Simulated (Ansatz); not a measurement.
An input for Ansatz 0.2.0 (Bi2Se3 (Paraguanajuatite)):

```yaml
crystal:
  lattice:
    - [2.0715, 1.1959810826, 9.5453333333]
    - [-2.0715, 1.1959810826, 9.5453333333]
    - [0.0, -2.3919621653, 9.5453333333]
  atoms:
    - { symbol: Bi, position: [0.4008, 0.4008, 0.4008] }
    - { symbol: Bi, position: [0.5992, 0.5992, 0.5992] }
    - { symbol: Se, position: [0.0, 0.0, 0.0] }
    - { symbol: Se, position: [0.2117, 0.2117, 0.2117] }
    - { symbol: Se, position: [0.7883, 0.7883, 0.7883] }
  host: atoms
kpoints:
  mp_grid: { grid: [4, 4, 4] }
  band_path:
    path:
      - [0.0, 0.0, 0.0]
      - [0.5, 0.5, 0.5]
      - [0.82286747, 0.17713253, 0.5]
      - [0.5, -0.17713253, 0.17713253]
      - [0.5, 0.0, 0.0]
      - [0.33856627, -0.33856627, 0.0]
      - [0.66143373, 0.0, 0.33856627]
      - [0.5, 0.0, 0.5]
    npoints: 1
hamiltonian:
  xc:
    exchange: pbe
    correlation: pbe
    exx: { coeff: inverse_dielectric }
scf:
  occupations: { method: fixed }
  n_extra_bands: 5
output:
  eigenvalues: true
  write_density: true
  write_potential: true
  elf: true
  volumetric_format: npy
```

```sh
ansatz run input.yaml --threads 3 --pin off --max-ram 92160MiB --backend cuda --events-out ev --progress --plain --runs-dir out --devices 1 --max-vram 13GiB  # rebuilt from the run's record
```

Question: How long will it take on 1 × NVIDIA H100 80GB HBM3 (shared by 6 runs) with 3 threads of AMD EPYC 7R13 (Zen 3), shared host, and how much memory?

It took 87 s; on shared hardware allow 44 s to 2.9 min. Peak host memory was 4.1 GiB. The sizes that set the cost: 2743 plane waves a state, 13 irreducible k points and 13 SCF cycles.

Exact exchange couples every pair of k points and filled bands, so it costs far more than a semilocal run.

[Paths, hosts, dates, memory and timing lines, banners, echoed tables and standing remarks are left out of the program output.]

[Logs are printed without paths, hosts, clocks, repeated set-up lines and the standing remarks that a program may print on its own settings, such as how far it seeks lower states.]

[Runs of the session that timed out or met a known fault of the program may be left out.]

[Cells called generated may have been cut or substituted from an entry of the Crystallography Open Database or the Materials Project.]

[Hosts, paths, dates, database ids (printed as entryN), source tags and the programs' standing remarks are cut or masked in the printed files.]
